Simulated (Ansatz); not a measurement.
## The perfect W wire along [111], 10 atoms a period

Aim: is the W wire along [111], 10 atoms a period a metal or a semiconductor?

Calculated with Ansatz 0.2.0; DFT PBE, plane waves, PAW; relaxation of a wire's period; PAW set soft_1, in the first sound run; inputs show where later runs differ.

### Step 1. Set-up

The cell holds 10 atoms: 10 W. Cell: a = 13.525 Å, b = 13.271 Å, c = 2.745 Å, α = 90.0°, β = 90.0°, γ = 90.0°. Vacuum lies along a and b. The structure's axis is c.

### Step 2. Relaxing the period

Band widths follow the bond lengths, so the wire is relaxed first. The atoms and the third cell vector are free; the box across stays fixed as vacuum. A Fermi-Dirac smearing is set since the result may be a metal. The pressure printed is a third of the stress's trace over the whole box, vacuum included; only the stress along the axis is relaxed.

The input, input.yaml:

```yaml
crystal:
  lattice:
    - [13.525, 0.0, 0.0]
    - [0.0, 13.271, 0.0]
    - [0.0, 0.0, 2.74530053]
  atoms:
    - { symbol: W, position: [0.417118558, 0.45123157, 0.0] }
    - { symbol: W, position: [0.582850794, 0.743782338, 0.0] }
    - { symbol: W, position: [0.251386322, 0.353714647, 0.333333333] }
    - { symbol: W, position: [0.417118558, 0.646265415, 0.333333333] }
    - { symbol: W, position: [0.582850794, 0.353714647, 0.333333333] }
    - { symbol: W, position: [0.748583031, 0.646265415, 0.333333333] }
    - { symbol: W, position: [0.251386322, 0.548748492, 0.666666667] }
    - { symbol: W, position: [0.417118558, 0.256197724, 0.666666667] }
    - { symbol: W, position: [0.582850794, 0.548748492, 0.666666667] }
    - { symbol: W, position: [0.748583031, 0.45123157, 0.0] }
kpoints:
  mp_grid: { grid: [1, 1, 30] }
scf:
  occupations: { method: fermi_dirac, width: 0.05 }
hamiltonian:
  xc: pbe
  pseudopotentials: { kind: paw, azcp: { folder: soft_1 } }
relax:
  cell: { fix: [a, b, alpha, beta, gamma] }
  max_steps: 45
  f_tol: 0.03
```

On the command line:

```console
$ ansatz run input.yaml --threads 4 --pin off --max-ram 16384MiB --backend cpu --events-out ev --progress --plain --runs-dir out
```

Numbers of over 12 decimals in the logs are rounded to 6 here.

Output:

```text
Engine: ansatz 0.2.0, x86_64-unknown-linux-gnu
Pseudopotentials: kind: paw
Pseudopotential: W, paw, valence charge 14, recommended cutoff 420 eV (normal), soft_1/W.paw.azcp
Functional definition: PBE
  parameter kappa = 0.804
  parameter beta = 0.066725
  exchange = pbe_x(kappa = kappa, mu = beta*pi^2/3)
  correlation = pbe_c(beta = beta)
Crystal: 10 atoms, lattice volume = 492.755 Å³
Basis set: ecut = 420 eV, 9669 PW (Γ), exchange–correlation on 192×180×40 points (8 copies of the dense FFT grid, shifted against one another)
Bands: 84, of which v1, the nominal top of the filled ones, is band 70 counted from 1 (69 counted from 0)
Symmetry: 2 space group operations
Space group: P-1 (ITA 2), of the structure as read, at distance tolerance 7.9e-5 Å
k-points: 16 of 30
Non-local potential: W, projectors of the file, l = 0: 3, l = 1: 2, l = 2: 2, l = 3: 1
PAW form: soft (Blöchl's): semilocal exchange-correlation on the pseudo side does not see the compensation charge
PAW one-centre angular grid: W, 590 points (default); XC on 64 Gauss nodes
Initial density: superposition of atomic densities (neutral atoms: chi_scale 0, normalization atom)
Initial wavefunctions: pseudopotential atomic-orbital guess
Functional: x = pbe(κ = 0.804, μ = 0.219515), c = pbe(β = 0.066725)
SCF iter   1: F=—  HF=-103848.808265 eV  |F-HF|=—  |Δ(HF+E_count)|=         —  Δρ=4.41e-2  dr2=5.04e1  ethr=3.10e-3  ⟨swp⟩=9.2  Hψ=6175  notcnv=0
preconditioner: auto → LDOS  [metal: Δε(μ)=0.010 eV  Ē_g=4.334 eV  σ=0.050 eV  W_gap=0.05  n_scr=68 (ndim 8)  ℏωp=13.0 eV  f_vac=0.501  D(μ)=14.47/eV (n_scr^D=70)  β→1.0]
SCF iter   2: F=—  HF=-103843.701709 eV  |F-HF|=—  |Δ(HF+E_count)|=    5.11e0  Δρ=2.97e-2  dr2=1.27e1  ethr=3.10e-3  ⟨swp⟩=5.1  Hψ=3873  notcnv=0  defer=9
SCF iter   3: F=—  HF=-103841.931525 eV  |F-HF|=—  |Δ(HF+E_count)|=    1.77e0  Δρ=7.65e-3  dr2=1.39e0  ethr=3.10e-3  ⟨swp⟩=3.8  Hψ=3227  notcnv=0  defer=21
SCF iter   4: F=—  HF=-103841.696690 eV  |F-HF|=—  |Δ(HF+E_count)|=   2.35e-1  Δρ=2.28e-3  dr2=1.49e-1  ethr=9.95e-4  ⟨swp⟩=2.6  Hψ=2028  notcnv=0  defer=21
SCF iter   5: F=—  HF=-103841.686130 eV  |F-HF|=—  |Δ(HF+E_count)|=   1.06e-2  Δρ=1.18e-3  dr2=2.80e-2  ethr=1.06e-4  ⟨swp⟩=3.1  Hψ=2350  notcnv=0  defer=22
SCF iter   6: F=—  HF=-103841.682556 eV  |F-HF|=—  |Δ(HF+E_count)|=   3.57e-3  Δρ=3.29e-4  dr2=1.42e-3  ethr=2.00e-5  ⟨swp⟩=2.2  Hψ=2099  notcnv=0  defer=20
SCF iter   7: F=—  HF=-103841.682719 eV  |F-HF|=—  |Δ(HF+E_count)|=   1.63e-4  Δρ=1.09e-4  dr2=1.51e-4  ethr=1.01e-6  ⟨swp⟩=2.6  Hψ=1968  notcnv=0  defer=20
SCF iter   8: F=—  HF=-103841.682744 eV  |F-HF|=—  |Δ(HF+E_count)|=   2.49e-5  Δρ=4.58e-5  dr2=2.15e-5  ethr=1.08e-7  ⟨swp⟩=2.4  Hψ=1901  notcnv=0  defer=20
SCF iter   9: F=—  HF=-103841.682592 eV  |F-HF|=—  |Δ(HF+E_count)|=   1.52e-4  Δρ=1.27e-5  dr2=1.30e-6  ethr=1.54e-8  ⟨swp⟩=2.1  Hψ=1845  notcnv=0  defer=20
SCF iter  10: F=—  HF=-103841.682593 eV  |F-HF|=—  |Δ(HF+E_count)|=   9.15e-7  Δρ=4.15e-6  dr2=2.35e-7  ethr=9.25e-10  ⟨swp⟩=2.9  Hψ=2187  notcnv=0  defer=20
SCF iter  11: F=-103841.682593 eV  HF=-103841.682593 eV  |F-HF|=2.91e-10  |Δ(HF+E_count)|=   4.06e-8  Δρ=1.33e-6  dr2=1.43e-8  ethr=7.14e-11  ⟨swp⟩=5.0  Hψ=4767  notcnv=0
SCF 1 converged in 11 iterations: F = -103841.682593 eV  dr2 = 1.43e-8
  greatest PAW one-centre occupation: 0.999 electrons in one spin orbital (limit 2), on the W atom at site 8 (counted from 0), in its partial waves of l = 0
relax step   1: F+E_penalty+E_count = -103841.68259269 eV  Δ(F+E_penalty+E_count) = +0.000e0 eV  max|allowed force component| = 1.853e0 eV/Å  Δτ_max = 0.0000 Å  P = -6.461 GPa  Ω = 492.755 Å³  fix = [a, b, alpha, beta, gamma]  reactions: a -6.066, b -5.794 GPa; alpha +0.285, beta +0.526, gamma +0.205 GPa/rad  (11 SCF iters, dr2 threshold 1.00e-7 eV, accepted)
Crystal: 10 atoms, lattice volume = 475.761 Å³
Basis set: ecut = 420 eV, 9381 PW (Γ), exchange–correlation on 192×180×40 points (8 copies of the dense FFT grid, shifted against one another)
Initial density: handed on by an earlier stage of this run
Initial wavefunctions: those handed on with the density
SCF iter   1: F=—  HF=-103842.822929 eV  |F-HF|=—  |Δ(HF+E_count)|=         —  Δρ=1.72e-2  dr2=5.11e0  ethr=3.10e-3  ⟨swp⟩=11.8  Hψ=6562  notcnv=0  defer=1
preconditioner: auto → LDOS  [metal: Δε(μ)=0.023 eV  Ē_g=4.435 eV  σ=0.050 eV  W_gap=0.11  n_scr=68 (ndim 8)  ℏωp=13.2 eV  f_vac=0.540  D(μ)=10.79/eV (n_scr^D=60)  β→1.0]
SCF iter   2: F=—  HF=-103842.904850 eV  |F-HF|=—  |Δ(HF+E_count)|=   8.19e-2  Δρ=1.35e-2  dr2=4.68e0  ethr=3.10e-3  ⟨swp⟩=3.3  Hψ=2414  notcnv=0  defer=23
SCF iter   3: F=—  HF=-103842.256687 eV  |F-HF|=—  |Δ(HF+E_count)|=   6.48e-1  Δρ=2.07e-3  dr2=3.17e-2  ethr=3.10e-3  ⟨swp⟩=2.4  Hψ=2173  notcnv=0  defer=28
SCF iter   4: F=—  HF=-103842.250271 eV  |F-HF|=—  |Δ(HF+E_count)|=   6.42e-3  Δρ=9.68e-4  dr2=1.24e-2  ethr=2.27e-5  ⟨swp⟩=3.1  Hψ=3019  notcnv=0  defer=31
SCF iter   5: F=—  HF=-103842.249651 eV  |F-HF|=—  |Δ(HF+E_count)|=   6.20e-4  Δρ=3.03e-4  dr2=9.62e-4  ethr=8.86e-6  ⟨swp⟩=2.0  Hψ=1814  notcnv=0  defer=31
SCF iter   6: F=—  HF=-103842.249816 eV  |F-HF|=—  |Δ(HF+E_count)|=   1.66e-4  Δρ=8.13e-5  dr2=6.33e-5  ethr=6.87e-7  ⟨swp⟩=3.0  Hψ=2758  notcnv=0  defer=31
SCF iter   7: F=—  HF=-103842.249843 eV  |F-HF|=—  |Δ(HF+E_count)|=   2.69e-5  Δρ=2.63e-5  dr2=6.26e-6  ethr=4.52e-8  ⟨swp⟩=2.3  Hψ=1868  notcnv=0  defer=31
SCF iter   8: F=-103842.249845 eV  HF=-103842.249845 eV  |F-HF|=4.11e-7  |Δ(HF+E_count)|=   2.11e-6  Δρ=8.52e-6  dr2=7.99e-7  ethr=7.14e-10  ⟨swp⟩=6.1  Hψ=5577  notcnv=0
SCF 2 converged in 8 iterations: F = -103842.249845 eV  dr2 = 7.99e-7
relax step   2: F+E_penalty+E_count = -103842.24984472 eV  Δ(F+E_penalty+E_count) = -5.673e-1 eV  max|allowed force component| = 2.098e0 eV/Å  Δτ_max = 0.1949 Å  P = +4.187 GPa  Ω = 475.761 Å³  energy of the carried Pulay correction = +2.725e-3 eV  fix = [a, b, alpha, beta, gamma]  reactions: a +3.929, b +4.287 GPa; alpha +0.145, beta +0.246, gamma +0.299 GPa/rad  (8 SCF iters, dr2 threshold 1.00e-6 eV, accepted)
Crystal: 10 atoms, lattice volume = 478.124 Å³
Basis set: ecut = 420 eV, 9389 PW (Γ), exchange–correlation on 192×180×40 points (8 copies of the dense FFT grid, shifted against one another)
iter 1 solved again at ethr=1.61e-3 eV; its pass at ethr=3.10e-3 eV (dr2=2.26e0 eV) is discarded
SCF iter   1: F=—  HF=-103842.625874 eV  |F-HF|=—  |Δ(HF+E_count)|=         —  Δρ=1.47e-2  dr2=2.26e0  ethr=1.61e-3  ⟨swp⟩=1.1  Hψ=7417  notcnv=0
[...]
SCF iter   7: F=—  HF=-103842.446395 eV  |F-HF|=—  |Δ(HF+E_count)|=   1.00e-5  Δρ=1.53e-5  dr2=1.50e-6  ethr=2.03e-8  ⟨swp⟩=3.1  Hψ=2704  notcnv=0  defer=31
SCF iter   8: F=-103842.446396 eV  HF=-103842.446397 eV  |F-HF|=1.49e-7  |Δ(HF+E_count)|=   1.36e-6  Δρ=5.19e-6  dr2=3.64e-7  ethr=7.14e-10  ⟨swp⟩=5.6  Hψ=4686  notcnv=0
SCF 3 converged in 8 iterations: F = -103842.446396 eV  dr2 = 3.64e-7
relax step   3: F+E_penalty+E_count = -103842.44639645 eV  Δ(F+E_penalty+E_count) = -1.966e-1 eV  max|allowed force component| = 9.377e-1 eV/Å  Δτ_max = 0.1715 Å  P = +2.373 GPa  Ω = 478.124 Å³  energy of the carried Pulay correction = +2.341e-3 eV  fix = [a, b, alpha, beta, gamma]  reactions: a +2.845, b +2.101 GPa; alpha -0.624, beta -1.150, gamma -0.679 GPa/rad  (8 SCF iters, dr2 threshold 1.00e-6 eV, accepted)
[...]
relax step   4: F+E_penalty+E_count = -103842.73090430 eV  Δ(F+E_penalty+E_count) = -2.845e-1 eV  max|allowed force component| = 1.629e-1 eV/Å  Δτ_max = 0.1853 Å  P = -0.518 GPa  Ω = 480.620 Å³  energy of the carried Pulay correction = +1.936e-3 eV  fix = [a, b, alpha, beta, gamma]  reactions: a -0.678, b -0.397 GPa; alpha +0.142, beta +0.236, gamma +0.217 GPa/rad  (8 SCF iters, dr2 threshold 1.00e-6 eV, accepted)
[...]
relax step   5: F+E_penalty+E_count = -103842.74508878 eV  Δ(F+E_penalty+E_count) = -1.418e-2 eV  max|allowed force component| = 5.538e-2 eV/Å  Δτ_max = 0.0468 Å  P = -0.049 GPa  Ω = 479.915 Å³  energy of the carried Pulay correction = +2.050e-3 eV  fix = [a, b, alpha, beta, gamma]  reactions: a -0.121, b -0.069 GPa; alpha -0.036, beta -0.087, gamma +0.009 GPa/rad  (7 SCF iters, dr2 threshold 1.00e-6 eV, accepted)
[...]
relax step   6: F+E_penalty+E_count = -103842.74597051 eV  Δ(F+E_penalty+E_count) = -8.817e-4 eV  max|allowed force component| = 3.384e-2 eV/Å  Δτ_max = 0.0200 Å  P = -0.023 GPa  Ω = 480.340 Å³  energy of the carried Pulay correction = +1.981e-3 eV  fix = [a, b, alpha, beta, gamma]  reactions: a -0.046, b -0.032 GPa; alpha +0.030, beta +0.035, gamma -0.010 GPa/rad  (7 SCF iters, dr2 threshold 1.92e-7 eV, accepted)
[...]
relax step   7: F+E_penalty+E_count = -103842.74627698 eV  Δ(F+E_penalty+E_count) = -3.065e-4 eV  max|allowed force component| = 5.391e-3 eV/Å  Δτ_max = 0.0111 Å  P = -0.029 GPa  Ω = 480.344 Å³  energy of the carried Pulay correction = +1.981e-3 eV  fix = [a, b, alpha, beta, gamma]  reactions: a -0.061, b -0.024 GPa; alpha +0.002, beta +0.007, gamma -0.005 GPa/rad  (7 SCF iters, dr2 threshold 7.16e-8 eV, accepted)
Basis set: ecut = 420 eV, 9449 PW (Γ), exchange–correlation on 192×180×36 points (8 copies of the dense FFT grid, shifted against one another)
Initial wavefunctions: pseudopotential atomic-orbital guess (no wavefunctions were taken with the density)
iter 1 solved again at ethr=8.03e-8 eV; its pass at ethr=3.10e-3 eV (dr2=1.12e-4 eV) is discarded
SCF iter   1: F=—  HF=-103842.744166 eV  |F-HF|=—  |Δ(HF+E_count)|=         —  Δρ=4.19e-5  dr2=1.14e-6  ethr=8.03e-8  ⟨swp⟩=5.9  Hψ=11539  notcnv=0
preconditioner: auto → LDOS  [metal: Δε(μ)=0.016 eV  Ē_g=4.124 eV  σ=0.050 eV  W_gap=0.08  n_scr=68 (ndim 8)  ℏωp=13.1 eV  f_vac=0.528  D(μ)=10.61/eV (n_scr^D=60)  β→1.0]
SCF iter   2: F=—  HF=-103842.744297 eV  |F-HF|=—  |Δ(HF+E_count)|=   1.31e-4  Δρ=4.67e-6  dr2=6.16e-8  ethr=8.11e-10  ⟨swp⟩=2.5  Hψ=2545  notcnv=0
SCF iter   3: F=—  HF=-103842.744297 eV  |F-HF|=—  |Δ(HF+E_count)|=   1.73e-8  Δρ=1.57e-6  dr2=2.13e-8  ethr=4.40e-11  ⟨swp⟩=3.0  Hψ=2971  notcnv=0
SCF iter   4: F=—  HF=-103842.744297 eV  |F-HF|=—  |Δ(HF+E_count)|=   5.11e-9  Δρ=3.79e-7  dr2=1.32e-9  ethr=1.52e-11  ⟨swp⟩=3.1  Hψ=2757  notcnv=0
SCF iter   5: F=-103842.744297 eV  HF=-103842.744297 eV  |F-HF|=1.02e-10  |Δ(HF+E_count)|=  3.06e-10  Δρ=8.81e-8  dr2=8.57e-11  ethr=1.00e-12  ⟨swp⟩=3.6  Hψ=6282  notcnv=0
SCF 8 converged in 5 iterations: F = -103842.744297 eV  dr2 = 8.57e-11
relax step   8: F+E_penalty+E_count = -103842.74429709 eV  Δ(F+E_penalty+E_count) = +1.980e-3 eV  max|allowed force component| = 5.485e-3 eV/Å  Δτ_max = 0.0000 Å  P = -0.029 GPa  Ω = 480.344 Å³  fix = [a, b, alpha, beta, gamma]  reactions: a -0.060, b -0.022 GPa; alpha +0.002, beta +0.007, gamma -0.005 GPa/rad  stress off target by 4.40e-3 GPa on what of the cell is left free  SCF on the basis re-selected at this cell (its energy is not comparable with the rows above)  (5 SCF iters)
basis re-selected at this cell: Δ(F+E_penalty+E_count) = +1.980e-3 eV, ΔP = +0.000 GPa vs the last step (what re-selecting the basis moved, of the pressure what is left beyond the Pulay correction that the steps carried, after the strain that the cell walked since its last selection, with what the two solves' SCF thresholds leave and, on support functions, any second-order correction that the steps lacked; it is no measure of the basis error at this ecutwfc). The dense FFT grid was sized anew with the basis: this SCF ran on 96×90×18 points, the steps before it on 96×90×20, so part of this shift can come from that change (see relax.cell in the input reference). [rest of the remark cut]
SCF converged after 5 iterations
Free energy (F): -103842.744297 eV
Harris-Foulkes:  -103842.744297 eV  (|F-HF|=1.02e-10)
Internal energy: -103842.656041 eV  (E = F + TS)
E sigma→0 (E₀):  -103842.700169 eV
Entropy (-TS):   -0.088256 eV (-8.826 meV/atom)
Fermi energy:    4.596243 eV
--- Per-component energies (eV) ---
  E_band       = -3295.797539
  E_kinetic    = 4213.488826
  E_local      = -61120.020312  (includes V_loc(G=0)·N_el)
  E_nonlocal   = -245.218823
  E_hartree    = 28889.095585
  E_xc         = -2662.999781
  E_vxc        = -2294.272504  (∫ρ·V_xc dr)
  E_paw        = -85780.319635  (= ΣΔE_a)
  E_vpaw       = -1627.967278  (= ΣTr[D̂ρ^β])
  E_aug_tail   = 0.001502  (compensation charges beyond the density's cutoff)
  E_ewald      = 12863.316597
  E_smearing   = -0.088256  (= −TS)
  E_closure    = 0.000000  (closes the sum)
  Σ components = -103842.744297   (vs F -103842.744297, Δ=0.00e0)
--- Forces (eV/Å), atoms counted from 1 ---
  atom   1  W      0.00219693     0.00179796     0.00073674
  atom   2  W     -0.00412675     0.00045307     0.00089797
  atom   3  W     -0.00548513    -0.00080579    -0.00053139
  atom   4  W      0.00236720     0.00349635     0.00362355
  atom   5  W     -0.00236720    -0.00349635    -0.00362355
  atom   6  W      0.00548513     0.00080579     0.00053139
  atom   7  W      0.00166525    -0.00493420    -0.00048364
  atom   8  W      0.00412675    -0.00045307    -0.00089797
  atom   9  W     -0.00219693    -0.00179796    -0.00073674
  atom  10  W     -0.00166525     0.00493420     0.00048364
  max |Σ_I F_I| component: 3.25e-19 eV/Å
--- Stress (GPa, compression-positive) ---
       -0.059707       0.004819      -0.006825
        0.004819      -0.022267      -0.002180
       -0.006825      -0.002180      -0.004405
  P = ⅓ Tr σ = -0.0288 GPa (-0.288 kbar)
--- Relaxed structure (7 steps of the walk, 7 accepted, 1 SCFs on fresh bases) ---
  F+E_penalty+E_count = -103842.74429709 eV   max|allowed force component| = 5.485e-3 eV/Å   (the final SCF, on the basis selected at the relaxed cell)
  cell:  # Å, volume = 480.3437 Å³
    - [13.525, 0, 0]
    - [0, 13.271, 0]
    - [0, 0, 2.676155]
  atoms:
    - { symbol: W, position: [0.416097, 0.449966, 0.010038] }
    - { symbol: W, position: [0.580275, 0.736795, -0.00773779] }
    - { symbol: W, position: [0.260820, 0.357319, 0.366389] }
    - { symbol: W, position: [0.417979, 0.642600, 0.333697] }
    - { symbol: W, position: [0.581990, 0.357400, 0.332970] }
    - { symbol: W, position: [0.739149, 0.642681, 0.300278] }
    - { symbol: W, position: [0.257879, 0.544417, 0.674691] }
    - { symbol: W, position: [0.419695, 0.263205, 0.674404] }
    - { symbol: W, position: [0.583873, 0.550034, 0.656628] }
    - { symbol: W, position: [0.742090, 0.455583, -0.00802403] }
```

It took 1.8 min on 4 threads of Intel Xeon Platinum 8488C (Sapphire Rapids), shared host; peak memory 1.4 GiB; 6.5 min of CPU time.

(Part 1 of 2 ends here.)

[Logs are printed without paths, hosts, clocks, repeated set-up lines and the standing remarks that a program may print on its own settings, such as how far it seeks lower states.]

[Hosts, paths, dates, database ids (printed as entryN), source tags and the programs' standing remarks are cut or masked in the printed files.]
